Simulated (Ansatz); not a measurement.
# A hypothetical structure for MgFe2Te4, part 2 of 2

Starting from a made-up structure for MgFe2Te4, the aim is the relaxed cell, its shortest contacts and, where a second run follows, its electronic structure.

Ansatz 0.2.0; DFT, PBEsol, plane-wave PAW, files of the set soft_1, scalar-relativistic, ferromagnetic start, cell and ions relaxed at zero pressure; PAW set soft_1 (the session's first sound run).

So far: Set-up; Relaxing cell and atoms. The relaxed cell has a = 5.856, c = 11.236 Å (conventional setting).

In doubt: warnings of the run leave room for a lower electronic state, so energies may not be the lowest and differences between runs may mislead.

### Step 3. Bands of the relaxed cell

A second self-consistent run takes a narrower smearing and the mesh shown in its input; the bands follow along the standard path of the relaxed lattice.

This step: DFT, PBEsol, plane-wave PAW, files of the set soft_1, scalar-relativistic, ferromagnetic start, bands and density of states at the relaxed cell; PAW set soft_1 (Ansatz 0.2.0).

input.yaml

```yaml
crystal:
  lattice:
    - [-2.9280315685, 2.9280315685, 5.6178045363]
    - [2.9280315685, -2.9280315685, 5.6178045363]
    - [2.9280315685, 2.9280315685, -5.6178045363]
  atoms:
    - { symbol: Te, position: [0.5798235264, 0.5798235264, 0.4178831004] }
    - { symbol: Te, position: [0.161940426, 0.161940426, 0.5821168996] }
    - { symbol: Te, position: [0.4201764736, 0.838059574, 0.0] }
    - { symbol: Te, position: [0.838059574, 0.4201764736, 0.0] }
    - { symbol: Fe, position: [0.25, 0.75, 0.5], spin: 2.5 }
    - { symbol: Fe, position: [0.75, 0.25, 0.5], spin: 2.5 }
    - { symbol: Mg, position: [0.0, 0.0, 0.0] }
magnetization:
  spin_polarized: true
kpoints:
  mp_grid: { grid: [8, 8, 8] }
  band_path:
    path:
      - [[0.0, 0.0, 0.0], [0.0, 0.0, 0.5], [-0.13582767, 0.13582767, 0.5], [-0.31791384, 0.31791384, 0.31791384], [0.0, 0.0, 0.0], [0.5, 0.5, -0.5], [0.31791384, 0.68208616, -0.31791384], [0.0, 0.5, 0.0], [0.25, 0.25, 0.25], [0.5, 0.5, -0.13582767], [0.5, 0.5, -0.5]]
      - [[0.0, 0.0, 0.5], [0.25, 0.25, 0.25]]
    npoints: 7
scf:
  occupations: { method: fermi_dirac, width: 0.03 }
  n_extra_bands: 14
hamiltonian:
  xc: pbesol
  pseudopotentials: { kind: paw, azcp: { folder: soft_1 }, xc_functional: pbe }
output:
  forces: true
  stress: true
  write_bands: true
  dos: { projected: true }
  write_density: true
  write_potential: true
  elf: true
  volumetric_format: npy
```

Started as:

```
ansatz run input.yaml --threads 4 --pin off --max-ram 10240MiB --backend cpu --events-out ev --progress --plain --runs-dir out
```

Numbers of over 12 decimals in the logs are rounded to 6 here.

The program printed:

```text
[...]
Crystal: 7 atoms, lattice volume = 192.654 Å³
Basis set: ecut = 420 eV, 3763 PW (Γ), exchange–correlation on 96×96×96 points (8 copies of the dense FFT grid, shifted against one another)
Bands: 67, of which v1, the nominal top of the filled ones, is band 53 counted from 1 (52 counted from 0)
Symmetry: 8 space group operations
[...]
k-points: 59 of 512 (time reversal used)
[...]
Starting moments: Σ|m| = 5 μB on 2 of 7 sites
[...]
SCF iter  14: F=-38415.730825 eV  HF=-38415.730825 eV  |F-HF|=3.98e-8  |Δ(HF+E_count)|=   8.13e-9  Δρ=3.46e-6 (↑6.01e-7 ↓3.46e-6)  dr2=4.17e-8  dr2_m=4.21e-9  M=5.795 μB ∫|m|=5.942 μB  ethr=4.71e-11  ⟨swp⟩=15.6  Hψ=58274  notcnv=0
SCF 1 converged in 14 iterations: F = -38415.730825 eV  dr2 = 4.17e-8
[...]
NSCF: frozen V_eff on 79 k-points
SCF converged after 14 iterations
Magnetization: 5.7951 μB (55.8975 up, 50.1025 down)
Absolute magnetization: 5.9484 μB (∫|ρ↑−ρ↓|, with the PAW one-centre terms)
[...]
Per-site moments (μB) at R_I (Å): [(0.010223, 1.031000), (0.010223, 1.031000), (0.010223, 1.031000), (0.010223, 1.031000), (2.518919, 1.031000), (2.518919, 1.031000), (0.052394, 1.160506)]
Free energy (F): -38415.730825 eV
[...]
Internal energy: -38415.707057 eV  (E = F + TS)
E sigma→0 (E₀):  -38415.718941 eV
Entropy (-TS):   -0.023769 eV (-3.396 meV/atom)
Fermi energy:    8.410331 eV
[...]
--- Forces (eV/Å), atoms counted from 1 ---
  atom   1  Te    -0.00549469    -0.00549469    -0.00806500
  atom   2  Te     0.00549469     0.00549469    -0.00806500
  atom   3  Te    -0.00549469     0.00549469     0.00806500
  atom   4  Te     0.00549469    -0.00549469     0.00806500
  atom   5  Fe    -0.00000000     0.00000000     0.00000000
  atom   6  Fe    -0.00000000    -0.00000000     0.00000000
  atom   7  Mg    -0.00000000     0.00000000     0.00000000
  max |Σ_I F_I| component: 2.00e-17 eV/Å
--- Stress (GPa, compression-positive) ---
       -0.105456       0.000000      -0.000000
        0.000000      -0.105456      -0.000000
        0.000000      -0.000000      -0.002247
  P = ⅓ Tr σ = -0.0711 GPa (-0.711 kbar)
--- Band table (eV; the first three rows and the last of 118) ---
  k-point 0 ↑: bands = [... 49 lower, 6.1089, 6.3620, 6.4706, 6.6278, 6.6278, 6.9539, 9.6432, 9.7063, ... 10 higher]
  k-point 1 ↑: bands = [... 49 lower, 6.2630, 6.4004, 6.5084, 6.8312, 7.0735, 7.1349, 8.9208, 9.4071, ... 10 higher]
  k-point 2 ↑: bands = [... 49 lower, 6.4277, 6.7850, 6.9923, 7.3138, 7.4930, 7.9042, 7.9944, 8.7429, ... 10 higher]
  k-point 58 ↓: bands = [... 49 lower, 8.0854, 8.3218, 8.3698, 8.4293, 8.5571, 8.8339, 9.6561, 9.9684, ... 10 higher]
```

Elapsed: 80 s, on 4 threads of Intel Xeon Platinum 8488C (Sapphire Rapids), shared host; peak memory 1.4 GiB; 5 min of CPU time.

In the SCF lines HF is the Harris–Foulkes energy and dr2 the Hartree energy of the density residual, in eV; the loop may stop once dr2 is under the threshold and the program's other checks hold. Hψ counts applications of the Hamiltonian.

Numbers from this step:

* free energy: -38415.7308 eV
* energy at zero smearing: -38415.7189 eV
* smearing term TS: 0.02377 eV
* Fermi energy: 8.410 eV
* magnetization: 5.795 μB
* absolute magnetization: 5.948 μB
* site moments: 0.01022, 0.01022, 0.01022, 0.01022, 2.519, 2.519, 0.05239 μB
* pressure: -0.07105 GPa

From bands.tsv, the bands that come nearest the Fermi level along the path, at its corners, in eV from the Fermi level:

```tsv
point	band_53_up	band_54_up	band_55_up	band_56_up	band_49_dn	band_50_dn	band_51_dn	band_52_dn
Γ	-1.78	-1.46	1.23	1.30	-0.21	-0.10	0.01	0.01
X	-0.06	-0.04	0.03	0.25	-0.10	0.39	0.54	0.66
Y	-0.55	-0.25	-0.03	0.35	-0.08	0.33	0.41	0.51
S	-0.82	-0.74	-0.59	0.27	-0.05	0.11	0.26	0.38
Γ	-1.78	-1.46	1.23	1.30	-0.21	-0.10	0.01	0.01
Z	-1.25	-1.15	-0.32	0.28	-0.32	-0.09	-0.04	0.02
S1	-0.82	-0.74	-0.59	0.27	-0.05	0.11	0.26	0.38
N	-0.81	-0.53	-0.33	-0.12	-0.13	0.10	0.19	0.42
P	-0.28	0.00	0.12	0.12	-0.11	0.41	0.48	0.91
Y1	-0.55	-0.25	-0.03	0.35	-0.08	0.33	0.41	0.51
Z	-1.25	-1.15	-0.32	0.28	-0.32	-0.09	-0.04	0.02
X	-0.06	-0.04	0.03	0.25	-0.10	0.39	0.54	0.66
P	-0.28	0.00	0.12	0.12	-0.11	0.41	0.48	0.91
```

Spin density in the ab plane of the cell as run, not the conventional one, at fractional z = 0.000, with atoms of Te and Mg within 0.2 Å of it.

Ten even steps from '_' (-0.53 × 1e-2 e/Å³) to '@' (1.72 × 1e-2 e/Å³), each cell a mean:
```
==--++##%%##==::......::::::::--==----
--==**%%@@@@##::..----::::::::::--==--
====++##%%@@**==..++**==::::::::----==
----==++**##==--::**@@**--::::::::::--
::----====++--....++@@%%==--::::::::::
::::::----==--::::++%%##++==--::::::::
::::::::----------==******++==--::::::
::::::::::--------====++**##%%**==::::
::::::::::----------====**%%@@@@**--..
....::::::--======----====++++**++--..
____..::::==++++++==------::..::......
____....::==++**++==------::..--==::::
......::::--++++++==----------==**##==
==::::::::----====--------==++##@@@@##
++--::::::::::::::::::::----==**%%@@%%
++==--::::::::..::::::::::--==++##%%##
====----::::......::::::::::--==++**++
----====--::..____..::::::::----====--
==--==++++==..____..::::::::::--==--==
```
Columns run along a (7.0 Å), rows up along b (7.0 Å). Atoms in or near the plane, at fractional coordinates: Te at (0.42, 0.84), Te at (0.84, 0.42), Mg at (0.00, 0.00).

ELF in the ab plane of the cell as run, not the conventional one, at fractional z = 0.000, with atoms of Te and Mg within 0.2 Å of it. It is the smooth field of the valence electrons, not physical close to the nuclei.

Values, 10 rows by 16 columns, each cell a mean:
```
0.25 0.24 0.21 0.74 0.62 0.35 0.24 0.33 0.51 0.50 0.22 0.06 0.07 0.11 0.08 0.22
0.07 0.08 0.33 0.73 0.63 0.28 0.05 0.06 0.30 0.55 0.42 0.09 0.04 0.07 0.11 0.09
0.06 0.06 0.13 0.37 0.61 0.58 0.41 0.33 0.45 0.57 0.39 0.10 0.05 0.05 0.06 0.07
0.09 0.04 0.03 0.05 0.14 0.32 0.47 0.55 0.53 0.40 0.29 0.37 0.44 0.44 0.35 0.21
0.38 0.13 0.04 0.05 0.07 0.09 0.09 0.09 0.10 0.22 0.55 0.57 0.41 0.37 0.47 0.54
0.52 0.28 0.08 0.07 0.13 0.19 0.19 0.13 0.08 0.19 0.60 0.51 0.16 0.04 0.12 0.38
0.53 0.36 0.09 0.05 0.10 0.18 0.21 0.18 0.10 0.08 0.36 0.63 0.47 0.26 0.24 0.40
0.66 0.38 0.10 0.03 0.04 0.07 0.10 0.10 0.07 0.04 0.08 0.36 0.64 0.71 0.72 0.72
0.22 0.16 0.13 0.13 0.13 0.13 0.12 0.09 0.06 0.04 0.02 0.06 0.20 0.31 0.26 0.24
0.23 0.20 0.19 0.55 0.57 0.50 0.47 0.45 0.34 0.18 0.06 0.05 0.08 0.06 0.17 0.28
```
Columns run along a (7.0 Å), rows up along b (7.0 Å). Atoms in or near the plane, at fractional coordinates: Te at (0.42, 0.84), Te at (0.84, 0.42), Mg at (0.00, 0.00).

Valence density in the ab plane of the cell as run, not the conventional one, at fractional z = 0.000, with atoms of Te and Mg within 0.2 Å of it. It is the smooth field of the valence electrons, not physical close to the nuclei.

Values in e/Å³, 10 rows by 16 columns, each cell a mean:
```
 9  2  0  0  1  2  4  2  1  0  0  0  0  0  0  3
 0  0  0  0  1  3 13 12  3  0  0  0  0  0  0  0
 0  0  0  0  0  1  2  3  1  0  0  0  0  0  0  0
 0  0  0  0  0  0  0  0  0  0  0  0  0  0  0  0
 0  0  0  0  0  0  0  0  0  0  0  1  2  2  1  0
 0  0  0  0  0  0  0  0  0  0  0  1  6 14  8  1
 0  0  0  0  0  0  0  0  0  0  0  0  1  5  4  1
 0  0  0  0  0  0  0  0  0  0  0  0  0  0  0  0
 0  0  0  0  0  0  0  0  0  0  0  0  0  0  0  0
14  2  0  0  0  0  0  0  0  0  0  0  0  0  1 11
```
Columns run along a (7.0 Å), rows up along b (7.0 Å). Atoms in or near the plane, at fractional coordinates: Te at (0.42, 0.84), Te at (0.84, 0.42), Mg at (0.00, 0.00).

### Step 4. Outcome

```json
{
  "space group, relaxed": "I-42m",
  "conventional cell": "a = 5.856, b = 5.856, c = 11.236 Å; α = 90.0°, β = 90.0°, γ = 90.0°",
  "volume per atom": "27.52 Å³ (guess 30.54)",
  "total moment": "5.83 μB in the cell of 7 atoms"
}
```

In words: MgFe2Te4 relaxes to I-42m with a = 5.856, b = 5.856 and c = 11.236 Å. The guessed volume was 11 % too large. The space group I-42m was held in the relaxation, so the end point is a stationary structure within it and may be a saddle against distortions or other arrangements. The input starts from parallel moments, and no other start was typed. The electronic state may lie above the lowest one. Bands cross the Fermi level, so it is a metal or semimetal at this level. On the 8×8×8 mesh with the narrower smearing (relaxed on 7×7×7) the largest force component is 0.008 eV/Å and the largest stress component is 0.105 GPa, against the relaxation's thresholds of 0.015 eV/Å and 0.05 GPa. The cutoff wasn't tested. Spin-orbit coupling is left out, which can matter for elements this heavy. No dispersion term is used, so weakly bound directions may come out too long. The program estimates, without running it, that another magnetic order lies lower than the one relaxed here. Nothing here tests whether the compound is stable against decomposition.

[Logs are printed without paths, hosts, clocks, repeated set-up lines and the standing remarks that a program may print on its own settings, such as how far it seeks lower states.]

[Hosts, paths, dates, database ids (printed as entryN), source tags and the programs' standing remarks are cut or masked in the printed files.]
